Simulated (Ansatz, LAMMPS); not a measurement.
## Convergence of a linear-scaling basis for glassy 68SiO2-14MgO-11ZnO-7BaO (mol %) (75 atoms)

Wanted: errors and times of a linear-scaling basis for glassy 68SiO2-14MgO-11ZnO-7BaO (mol %) (75 atoms). A setting counts as converged where the r.m.s. difference of forces stays under 1 % of the r.m.s. force.

Method: Kohn-Sham DFT, PBE, PAW (set soft_2), plane waves, in Ansatz 0.2.0.

This is a report of a sequence of runs, with most program output left out.

**1. Starting point**

The cell holds 75 atoms: 19 Si, 4 Mg, 3 Zn, 2 Ba and 47 O. Cell: a = 10.307 Å, b = 10.307 Å, c = 10.307 Å, α = 90.0°, β = 90.0°, γ = 90.0°. 75 atoms (19 Si, 4 Mg, 3 Zn, 2 Ba, 47 O) placed at random at 2.81 g/cm³, melted at 4000 K for 10 ps at fixed volume with the Morse and Coulomb pair potential with partial charges (Pedone, Malavasi, Menziani, Cormack and Segre, J. Phys. Chem. B 110, 11780 (2006)). Quenched from 4000 K to 300 K at 25 K/ps and fixed volume, held 5 ps, then minimised at fixed cell.

Limits known from the start: The quench rate of 25 K/ps far exceeds what a furnace or splat quench reaches, so expect more defects and frozen-in strain than in a real sample. The network of bonds at the start is that of the classical potential that made the cell, and needn't be the one that DFT or experiment would give. The Brillouin zone is sampled at Γ only, in a cell whose shortest periodic width is 10 Å. The levels lack spin–orbit coupling, which is large for the heavy elements here.

**2. The classical run that made the cell**

A classical potential makes the cell, at a small fraction of what the same run would cost in DFT.

This step: classical MD, Morse and Coulomb pair potential with partial charges (Pedone, Malavasi, Menziani, Cormack and Segre, J. Phys. Chem. B 110, 11780 (2006)) (LAMMPS 22 Jul 2025 - Update 4).

Input file in.lmp:

```
# melt-quench of Si19Mg4Zn3Ba2O47
units metal
atom_style charge
boundary p p p
region box block 0 10.3070 0 10.3070 0 10.3070
create_box 5 box
mass 1 28.0850   # Si
mass 2 24.3050   # Mg
mass 3 65.3800   # Zn
mass 4 137.3270   # Ba
mass 5 15.9990   # O
create_atoms 1 random 19 432044 NULL overlap 1.5 maxtry 2000
create_atoms 2 random 4 432051 NULL overlap 1.5 maxtry 2000
create_atoms 3 random 3 432058 NULL overlap 1.5 maxtry 2000
create_atoms 4 random 2 432065 NULL overlap 1.5 maxtry 2000
create_atoms 5 random 47 432072 NULL overlap 1.5 maxtry 2000
pair_style hybrid/overlay pedone 5.5 coul/long 8.0
pair_coeff * * coul/long
pair_coeff 1 5 pedone 0.340554 2.006700 2.100000 1   # Si-O
pair_coeff 2 5 pedone 0.038908 2.281000 2.586153 5   # Mg-O
pair_coeff 3 5 pedone 0.001221 3.150679 2.851850 1   # Zn-O
pair_coeff 4 5 pedone 0.065011 1.547596 3.393410 5   # Ba-O
pair_coeff 5 5 pedone 0.042395 1.379316 3.618701 22   # O-O
set type 1 charge 2.4
set type 2 charge 1.2
set type 3 charge 1.2
set type 4 charge 1.2
set type 5 charge -1.2
kspace_style pppm 1.0e-4
neigh_modify delay 0 every 1 check yes
thermo_style custom step time temp pe press density
thermo_modify norm yes
timestep 0.002
thermo 100
# [... 18 lines left out ...]
thermo 1250
fix md all nvt temp 300 300 0.2
run 2500 post no
unfix md
thermo 100
min_style cg
minimize 0 1e-3 2000 20000
write_dump all custom glass.dump id type xs ys zs modify sort id
```

Run with:

```console
$ lmp -in in.lmp -log none -nocite
```

Elapsed: 48 s, on 1 thread of Arm Neoverse N1, shared host; peak memory 0.07 GiB.

**3. Plane-wave single point**

The first run fixes the reference, at a cutoff of 420 eV.

Input file input.yaml:

```yaml
crystal:
  lattice:
    - [10.307, 0.0, 0.0]
    - [0.0, 10.307, 0.0]
    - [0.0, 0.0, 10.307]
  atoms:
    - { symbol: Si, position: [0.45678, 0.85698, 0.37421] }
    - { symbol: Si, position: [0.0285, 0.84179, 0.44479] }
    - { symbol: Si, position: [0.26302, 0.65351, 0.50935] }
    - { symbol: Si, position: [0.70997, 0.48564, 0.13608] }
    - { symbol: Si, position: [0.38211, 0.12329, 0.04015] }
    - { symbol: Si, position: [0.77841, 0.62805, 0.67505] }
    - { symbol: Si, position: [0.63374, 0.41474, 0.84128] }
    - { symbol: Si, position: [0.71419, 0.10914, 0.81809] }
[... 63 atom lines left out ...]
    - { symbol: O, position: [0.06361, 0.93554, 0.75373] }
    - { symbol: O, position: [0.59971, 0.8669, 0.42996] }
    - { symbol: O, position: [0.25105, 0.56066, 0.38882] }
    - { symbol: O, position: [0.04306, 0.12458, 0.91846] }
kpoints:
  mp_grid: { grid: [1, 1, 1] }
hamiltonian:
  xc: pbe
scf:
  occupations: { method: fixed }
output:
  forces: true
  stress: true
  populations: intrinsic
  dos:
    method: { smearing: { sigma: 0.08 } }
    de: 0.1
    projected: { site_lists: { Ba: [Ba], Mg: [Mg], O: [O], Si: [Si], Zn: [Zn] } }
  eigenvalues: true
  write_density: true
  write_potential: true
  volumetric_format: npy
```

Run with:

```console
$ ansatz run input.yaml --threads 4 --pin off --max-ram 8192MiB --backend cpu --events-out ev --progress --plain --runs-dir out
```

Elapsed: 26 s, on 4 threads of Arm Neoverse N1, shared host; peak memory 1.4 GiB.

The program notes that the exchange-correlation potential is rough where the density is thin.

Read from the output:

```yaml
free_energy: -68376.5993 eV
free_energy_per_atom: -911.6880 eV/atom
scf_cycles: 10
pressure: 1.713 GPa
r_m_s_force_component: 0.8057 eV/Å
longest_force: 2.478 eV/Å
fermi_energy: 3.71 eV
spacing_of_highest_filled_and_lowest_empty_level: 2.53 eV
```

The r.m.s. force component of 0.81 eV/Å and the pressure of 1.7 GPa set the scale for the differences below.

**4. Support functions low**

The cell is solved in localised support functions.

This step: Kohn-Sham DFT, PBE, PAW (set soft_2), localised support functions (low) (Ansatz 0.2.0).

input.yaml, the sections that differ from step 3:

```yaml
scf:
  occupations: { method: fixed }
  eigensolver: { kind: { support_functions: { accuracy: low } } }
  max_iter: 150
output:
  forces: true
  eigenvalues: true
# crystal, kpoints, hamiltonian: as in step 3
```

It took 3.5 min on 4 threads; peak memory 3.4 GiB.

The program notes that the band table was not solved further than the SCF left it and it switched symmetry off.

Keys that differ from the reference: support_functions.accuracy = "low" and scf.max_iter = 150.

Forces differ from the reference by 1.1 meV/Å r.m.s., 0.13 % of their size, well within a tolerance of 1 %; the energy by -5.0 meV/atom. It took 3.5 min and 14 cycles; the reference's time can't be set against it, since the two runs asked for unlike analyses.

**5. Support functions medium**

The cell is solved in localised support functions. Besides, the program derives a nominal cutoff of 464 eV for this run, against the reference's 420.

This step: Kohn-Sham DFT, PBE, PAW (set soft_2), localised support functions (medium) (Ansatz 0.2.0).

input.yaml, the sections that differ from step 4:

```yaml
scf:
  occupations: { method: fixed }
  eigensolver: { kind: { support_functions: { accuracy: medium } } }
  max_iter: 150
# crystal, kpoints, hamiltonian, output: as in step 4
```

Run time: 4.1 min. Hardware: 4 threads; peak memory 3.4 GiB.

Keys that differ from the reference: support_functions.accuracy = "medium" and scf.max_iter = 150.

Forces differ from the reference by 0.76 meV/Å r.m.s., 0.094 % of their size, well within a tolerance of 1 %; the energy by -5.0 meV/atom. It took 4.1 min and 17 cycles; the reference's time can't be set against it, since the two runs asked for unlike analyses.

**6. Support functions medium, radius 3.18 Å**

The radius confines each support function; a larger one gives more freedom and more work per atom.

input.yaml, the sections that differ from step 5:

```yaml
scf:
  occupations: { method: fixed }
  eigensolver: { kind: { support_functions: { accuracy: medium, radius: 3.18 } } }
  max_iter: 150
# crystal, kpoints, hamiltonian, output: as in step 5
```

Run time: 13 s. Hardware: 4 threads; peak memory 0.38 GiB.

The program refuses radii under 3.55 Å for these atoms at this level.

**7. Support functions medium, radius 3.62 Å**

The radius confines each support function; a larger one gives more freedom and more work per atom. Besides, the program derives a nominal cutoff of 464 eV for this run, against the reference's 420.

input.yaml, the sections that differ from step 6:

```yaml
scf:
  occupations: { method: fixed }
  eigensolver: { kind: { support_functions: { accuracy: medium, radius: 3.62 } } }
  max_iter: 150
# crystal, kpoints, hamiltonian, output: as in step 6
```

Run time: 3.8 min. Hardware: 4 threads; peak memory 3.3 GiB.

Keys that differ from the reference: support_functions.accuracy = "medium", support_functions.radius = 3.62 and scf.max_iter = 150.

Forces differ from the reference by 0.84 meV/Å r.m.s., 0.10 % of their size, well within a tolerance of 1 %; the energy by -5.0 meV/atom. It took 3.8 min and 17 cycles; the reference's time can't be set against it, since the two runs asked for unlike analyses.

**8. Another setting: basis.xc_grid = 2 and scf.convergence.dr2_threshold = 1e-11**

Changed here: basis.xc_grid = 2 and scf.convergence.dr2_threshold = 1e-11.

This step: Kohn-Sham DFT, PBE, PAW (set soft_2), plane waves (Ansatz 0.2.0).

input.yaml, the sections that differ from step 7:

```yaml
scf:
  occupations: { method: fixed }
  convergence: { dr2_threshold: 1.0e-11 }
output:
  forces: true
  stress: true
  populations: true
  dos:
    method: { smearing: { sigma: 0.15 } }
    de: 0.1
    projected: { site_lists: { Ba: [Ba], Mg: [Mg], O: [O], Si: [Si], Zn: [Zn] } }
  eigenvalues: true
basis:
  xc_grid: 2
# crystal, kpoints, hamiltonian: as in step 7
```

Run time: 30 s. Hardware: 4 threads; peak memory 1.3 GiB; 1.9 min of CPU time.

Forces differ from the reference by 0.009 meV/Å r.m.s., 0.0012 % of their size, well within a tolerance of 1 %.

**9. The ladder side by side**

Differences are against the plane-wave reference (Kohn-Sham DFT, PBE, PAW (set soft_2), plane waves), whose r.m.s. force component is 0.806 eV/Å. Energies are set beside the reference only for runs with its functional, potentials and electron count. Times are for 4 threads of Arm Neoverse N1, shared host. The reference's time includes the DOS, the stress and grids, which some other runs skip.

| run | Δ force, r.m.s. (meV/Å) | share of r.m.s. force (%) | Δ energy (meV/atom) | Δ pressure (GPa) | Δ gap (eV) | cycles | time | host memory (GiB) |
| --- | --- | --- | --- | --- | --- | --- | --- | --- |
| reference | - | - | - | - | - | 10 | 26 s | 1.4 |
| support functions low | 1.05 | 0.131 | -4.99 | - | 9.0e-4 | 14 | 3.5 min | 3.4 |
| support functions medium | 0.758 | 0.0941 | -4.99 | - | 6.0e-4 | 17 | 4.1 min | 3.4 |
| support functions medium, radius 3.62 Å | 0.84 | 0.104 | -4.99 | - | 6.0e-4 | 17 | 3.8 min | 3.3 |
| basis.xc_grid = 2 and scf.convergence.dr2_threshold = 1e-11 | 0.009 | 0.0012 | 0 | 0 | 0 | 15 | 30 s | 1.3 |

**10. The reference in detail**

The comparisons rest on this run, so its electronic structure is set out here.

Length of the force by element:

| element | coordination | atoms | mean length of the force (eV/Å) | spread | least | most |
| --- | --- | --- | --- | --- | --- | --- |
| Ba | all | 2 | 0.740 | 0.661 | 0.0787 | 1.40 |
| Mg | all | 4 | 0.783 | 0.296 | 0.349 | 1.17 |
| O | all | 47 | 1.36 | 0.694 | 0.348 | 2.48 |
| Si | all | 19 | 1.10 | 0.441 | 0.461 | 2.10 |
| Zn | all | 3 | 1.14 | 0.633 | 0.247 | 1.61 |

Intrinsic-atomic-orbital charges by element:

| element | coordination | atoms | mean charge (e) | spread | least | most |
| --- | --- | --- | --- | --- | --- | --- |
| Ba | all | 2 | 1.84 | 5.0e-4 | 1.84 | 1.84 |
| Mg | all | 4 | 1.62 | 0.0189 | 1.59 | 1.64 |
| O | all | 47 | -1.00 | 0.119 | -1.22 | -0.885 |
| Si | all | 19 | 1.72 | 0.0379 | 1.64 | 1.79 |
| Zn | all | 3 | 1.48 | 0.0057 | 1.47 | 1.48 |

Density of states as counts of states in windows of 1 eV (from the Fermi level), total and the larger projections:

| from (eV) | to (eV) | total | O p | Si p | Zn d | O s |
| --- | --- | --- | --- | --- | --- | --- |
| -18 | -17 | 19.0 | 0.2 | 2.7 | 0.1 | 15.3 |
| -17 | -16 | 11.3 | 0.2 | 1.5 | 0.0 | 9.1 |
| -16 | -13 | 0.0 | 0.0 | 0.0 | 0.0 | 0.0 |
| -13 | -12 | 5.1 | 0.1 | 0.0 | 0.0 | 0.0 |
| -12 | -11 | 6.9 | 0.2 | 0.0 | 0.0 | 0.1 |
| -11 | -10 | 4.2 | 2.8 | 0.2 | 0.0 | 0.2 |
| -10 | -9 | 5.8 | 3.9 | 0.3 | 0.0 | 0.3 |
| -9 | -8 | 13.0 | 9.0 | 1.2 | 0.1 | 0.6 |
| -8 | -7 | 16.2 | 11.8 | 2.4 | 0.3 | 0.4 |
| -7 | -6 | 27.7 | 17.0 | 3.4 | 6.0 | 0.3 |
| -6 | -5 | 31.3 | 16.1 | 2.2 | 11.4 | 0.5 |
| -5 | -4 | 43.3 | 30.5 | 2.6 | 7.1 | 1.2 |
| -4 | -3 | 51.2 | 43.9 | 2.3 | 2.2 | 1.1 |
| -3 | -2 | 53.6 | 48.8 | 1.4 | 1.3 | 0.6 |
| -2 | -1 | 39.7 | 37.0 | 0.7 | 0.9 | 0.3 |
| -1 | 0 | 24.7 | 23.3 | 0.5 | 0.3 | 0.1 |
| 0 | 1 | 1.2 | 1.2 | 0.0 | 0.0 | 0.0 |
| 1 | 2 | 0.0 | 0.0 | 0.0 | 0.0 | 0.0 |
| 2 | 3 | 2.0 | 0.2 | 0.1 | 0.0 | 0.3 |
| 3 | 4 | 2.0 | 0.2 | 0.1 | 0.0 | 0.3 |
| 4 | 5 | 11.7 | 0.9 | 1.0 | 0.0 | 0.9 |

The curve was stored every 0.10 eV, coarse against its broadening of 0.08 eV, so these counts are rough.

With fixed occupations the program's Fermi level is the highest filled level; weight inside the gap is the broadening of levels at its edges.

Between -26 and -18 eV lie 64 more states.

The stored curve holds about 418 of the 454 electrons; the rest, give or take the few that broadening carries across the Fermi level, lie in deeper levels below its range.

The levels nearest the highest filled one (over half full), pooled over k-points and spins:

| level less the highest filled one (eV) | occupation |
| --- | --- |
| -0.587 | 2 |
| -0.423 | 2 |
| -0.379 | 2 |
| -0.192 | 2 |
| -0.0849 | 2 |
| 0 | 2 |
| 2.53 | 0 |
| 3.54 | 0 |
| 4.20 | 0 |
| 4.51 | 0 |
| 4.69 | 0 |
| 4.84 | 0 |

Valence density in the ab plane at fractional z = 0.737, with atoms of Si and Zn and Ba and O within 0.2 Å of it. It is the smooth field of the valence electrons, not physical close to the nuclei.

Values in units of 1e0 e/Å³, 13 rows by 16 columns, each cell a mean:
```
2.9 4.2 0.6 0.0 0.0 0.1 0.4 0.5 0.3 0.3 0.3 0.1 0.0 0.1 0.1 0.3
1.2 1.7 0.3 0.0 0.0 0.5 1.2 1.0 0.9 0.1 0.1 0.1 0.0 0.0 0.0 0.2
4.7 4.6 0.3 0.0 0.0 0.4 1.1 1.1 0.8 0.2 1.0 1.3 0.2 0.0 0.1 0.3
5.4 5.3 0.3 0.0 0.0 0.1 0.2 0.3 0.1 0.2 1.6 2.3 0.5 0.3 0.9 0.8
0.3 0.1 0.0 0.0 0.1 0.2 0.1 0.0 0.0 0.0 0.2 0.4 0.3 1.1 4.6 2.5
0.1 0.0 0.0 0.1 0.3 0.4 0.2 0.1 0.0 0.1 0.4 1.5 0.9 0.4 0.9 0.5
0.0 0.0 0.0 0.1 0.2 0.2 0.4 0.8 0.5 0.2 1.3 5.7 2.3 0.2 0.0 0.0
0.0 0.0 0.0 0.1 0.6 0.4 0.4 1.2 0.9 0.2 0.4 0.9 0.4 0.0 0.0 0.0
0.0 0.0 0.1 0.3 1.3 0.8 0.2 0.2 0.1 0.1 0.1 0.1 0.0 0.0 0.0 0.0
0.1 0.3 0.1 0.1 0.3 0.2 0.1 0.1 0.0 0.1 0.2 0.2 0.1 0.0 0.0 0.0
0.7 1.2 0.4 0.1 0.0 0.1 2.9 4.9 0.1 0.1 0.2 0.2 0.2 0.5 0.4 0.2
0.4 0.6 0.2 0.0 0.0 0.1 1.2 2.0 0.3 1.4 1.7 0.5 0.8 4.3 3.2 0.5
0.6 0.6 0.2 0.0 0.0 0.1 0.1 0.1 0.4 2.9 3.0 0.5 0.3 1.4 1.1 0.4
```
Columns run along a (10.3 Å), rows up along b (10.3 Å). Atoms in or near the plane, at fractional coordinates: Si at (0.34, 0.46), Zn at (0.05, 0.76), Ba at (0.44, 0.84), O at (0.86, 0.09), O at (0.72, 0.50), O at (0.06, 0.94).

Electrostatic potential energy in the ab plane at fractional z = 0.737, with atoms of Si and Zn and Ba and O within 0.2 Å of it. With pseudopotentials it is smooth inside the atoms' cores, unlike the true potential.

Ten even steps from '_' (-40 eV) to '@' (10 eV), each cell a mean:
```
**....++@@@@@@@@@@@@%%%%####%%%%@@@@%%@@@@@@@@@@@@@@@@@@@@
++____--@@@@@@@@@@%%##++----==##%%@@@@@@@@@@@@@@@@@@@@@@@@
%%====##@@@@@@@@@@%%++::____..==##%%@@@@@@@@@@@@@@@@@@@@@@
##****%%@@@@@@@@%%##==..______--##%%@@@@@@@@@@@@@@@@@@@@@@
--::::++%%@@@@@@%%##++::____..==##@@@@####@@@@@@@@@@@@@@##
..____--##%%@@@@%%%%##++----==##%%@@##--::**@@@@@@@@@@%%++
--..::==##%%@@@@@@@@%%%%####%%%%@@@@%%==--**%%%%%%%%%%%%**
##++**##%%@@@@@@@@@@@@@@%%%%@@@@@@@@@@%%####++++##==..::**
@@%%%%@@@@@@@@@@@@@@@@@@@@@@@@@@@@@@@@@@##++::::++::__..**
@@@@@@@@@@@@@@@@@@%%%%%%@@@@@@@@@@@@@@@@%%**====****==++%%
@@@@@@@@@@@@@@%%##****##%%@@@@@@@@@@@@%%====**##%%@@@@@@@@
@@@@@@@@@@@@%%##--____--##%%@@@@@@@@@@==____--%%@@@@@@@@@@
@@@@@@@@@@@@%%**..______++****%%@@%%%%==__..==@@@@@@@@@@@@
@@@@@@@@@@@@%%**::____::****++##%%%%####**##%%@@@@@@@@@@@@
@@@@@@@@@@@@@@%%**====**%%%%%%%%%%%%%%%%%%@@@@@@@@@@@@@@@@
@@@@@@@@@@@@@@##++**%%%%@@@@@@@@@@%%%%%%@@@@@@@@@@@@@@@@@@
@@@@@@@@@@@@@@%%##%%@@@@@@@@@@@@@@@@@@@@@@@@@@@@@@@@@@@@@@
@@@@@@@@@@@@@@@@@@@@@@%%%%%%%%%%@@@@@@@@@@@@@@@@@@@@@@@@@@
@@@@%%%%@@@@@@@@@@@@%%##++++##%%@@@@@@@@@@@@@@@@@@@@@@@@@@
####++##@@@@@@@@@@@@##--____==##%%@@@@%%%%%%%%@@@@@@@@@@%%
--==**%%@@@@@@@@@@@@##--____==##%%%%%%##****####----**##++
____==%%@@@@@@@@@@@@%%##++++##%%##==--++****##==____::++..
____==%%@@@@@@@@@@@@@@%%%%%%%%@@++..__--####%%##--::++**..
==++**%%@@@@@@@@@@@@@@@@%%%%%%@@##--::**%%%%@@@@@@%%@@%%**
```
Columns run along a (10.3 Å; values clipped at the 3rd and 97th percentile), rows up along b (10.3 Å). Atoms in or near the plane, at fractional coordinates: Si at (0.34, 0.46), Zn at (0.05, 0.76), Ba at (0.44, 0.84), O at (0.86, 0.09), O at (0.72, 0.50), O at (0.06, 0.94).

Mean intrinsic-atomic-orbital charges: Ba +1.84, Mg +1.62, O -1.00, Si +1.72, Zn +1.48 e.

**11. Structure statistics**

Bonds and neighbours are counted at the geometry of the runs.

Density 2.81 g/cm³, 14.60 Å³ an atom.

Pair distribution functions g(r), in bins of 0.2 Å:

| r (Å) | total | O-O | O-Si | O-Mg | O-Zn | O-Ba | Si-Si |
| --- | --- | --- | --- | --- | --- | --- | --- |
| 1.50 | 1.20 | 0.00 | 3.77 | 0.00 | 0.00 | 0.00 | 0.00 |
| 1.70 | 3.30 | 0.00 | 10.37 | 0.00 | 0.00 | 0.00 | 0.00 |
| 1.90 | 0.53 | 0.00 | 0.00 | 3.56 | 5.88 | 0.00 | 0.00 |
| 2.10 | 0.32 | 0.00 | 0.00 | 3.13 | 2.19 | 0.00 | 0.00 |
| 2.30 | 0.03 | 0.00 | 0.00 | 0.47 | 0.00 | 0.00 | 0.00 |
| 2.50 | 0.95 | 2.29 | 0.00 | 0.79 | 0.00 | 0.00 | 0.00 |
| 2.70 | 1.78 | 4.04 | 0.00 | 0.98 | 0.00 | 3.15 | 0.00 |
| 2.90 | 0.29 | 0.37 | 0.00 | 0.26 | 0.00 | 1.70 | 0.56 |
| 3.10 | 0.99 | 0.90 | 0.15 | 0.75 | 0.97 | 1.43 | 3.95 |
| 3.30 | 1.00 | 0.90 | 0.36 | 0.83 | 1.12 | 1.30 | 2.54 |
| 3.50 | 0.74 | 0.68 | 0.94 | 0.58 | 0.50 | 0.36 | 0.00 |
| 3.70 | 0.84 | 0.49 | 1.39 | 0.66 | 1.82 | 0.68 | 0.00 |
| 3.90 | 1.03 | 0.73 | 1.59 | 0.76 | 1.60 | 1.18 | 0.16 |
| 4.10 | 1.39 | 0.61 | 2.21 | 1.52 | 1.27 | 1.67 | 1.00 |
| 4.30 | 1.06 | 0.85 | 1.44 | 1.12 | 1.99 | 0.76 | 0.52 |
| 4.50 | 1.04 | 0.97 | 1.04 | 1.49 | 1.24 | 0.92 | 1.32 |
| 4.70 | 1.03 | 1.25 | 0.69 | 1.80 | 0.71 | 0.62 | 1.21 |
| 4.90 | 1.03 | 1.35 | 0.87 | 0.96 | 0.38 | 1.54 | 0.81 |
| 5.10 | 1.15 | 1.46 | 0.69 | 0.71 | 0.71 | 1.42 | 1.57 |

The surroundings of O49, which bears the longest force, nearest first, numbered as they follow in the input and with coordinates relative to it.

| atom | x | y | z | distance (Å) | intrinsic-atomic-orbital charge (e) | Fx | Fy | Fz (eV/Å) |
| --- | --- | --- | --- | --- | --- | --- | --- | --- |
| O49 | 0.00 | 0.00 | 0.00 | 0.00 | -1.15 | 1.36 | -1.25 | 1.65 |
| Si14 | -0.49 | 0.66 | -1.31 | 1.54 | 1.69 | -0.13 | 0.53 | -1.64 |
| O64 | 0.69 | 1.67 | -1.91 | 2.63 | -0.91 | -0.21 | -0.60 | 0.31 |
| O58 | -1.87 | 1.50 | -1.12 | 2.65 | -0.89 | -0.64 | 0.22 | 0.46 |
| Ba27 | 2.36 | -1.21 | -0.29 | 2.67 | 1.84 | -0.32 | 0.87 | -1.05 |
| O69 | -0.79 | -0.35 | -2.57 | 2.71 | -0.92 | 0.57 | 0.02 | 0.27 |
| O56 | -1.90 | -2.38 | -0.25 | 3.06 | -0.89 | 0.51 | 0.52 | -1.17 |
| Mg21 | -1.21 | -0.65 | 3.20 | 3.48 | 1.63 | -0.56 | 0.03 | 0.47 |

**12. Results**

```
free energy per atom                             : -911.6880 eV/atom
pressure                                         : 1.713 GPa
r.m.s. force component                           : 0.8057 eV/Å
gap (highest filled to lowest empty level) : 2.53 eV
wall time of the 5 DFT runs                      : 12 min
```

In words: Against plane waves at 420 eV, the forces differ by 0.76 meV/Å (0.094 %) with support functions medium. At 75 atoms the fastest of the runs at a preset level, support functions low, takes roughly 8.0 times the time of plane waves (whose run also made extra analyses, so the like-for-like ratio is larger), in 14 SCF cycles against 10. Differences between support functions and plane waves include what basis error the plane-wave run still has.

The highest filled and lowest empty levels differ by 2.53 eV (at Γ alone); a semilocal functional tends to put such gaps too low. In a disordered cell it changes from sample to sample, and tail or defect levels can set it.

Caveats: The geometry was minimised with a classical potential after classical dynamics and isn't relaxed at this level: its force components are 0.81 eV/Å r.m.s. The pressure of 1.7 GPa belongs to a cell and atoms that aren't relaxed at this level.

[Logs are printed without paths, hosts, clocks, repeated set-up lines and the standing remarks that a program may print on its own settings, such as how far it seeks lower states.]

[Hosts, paths, dates, database ids (printed as entryN), source tags and the programs' standing remarks are cut or masked in the printed files.]
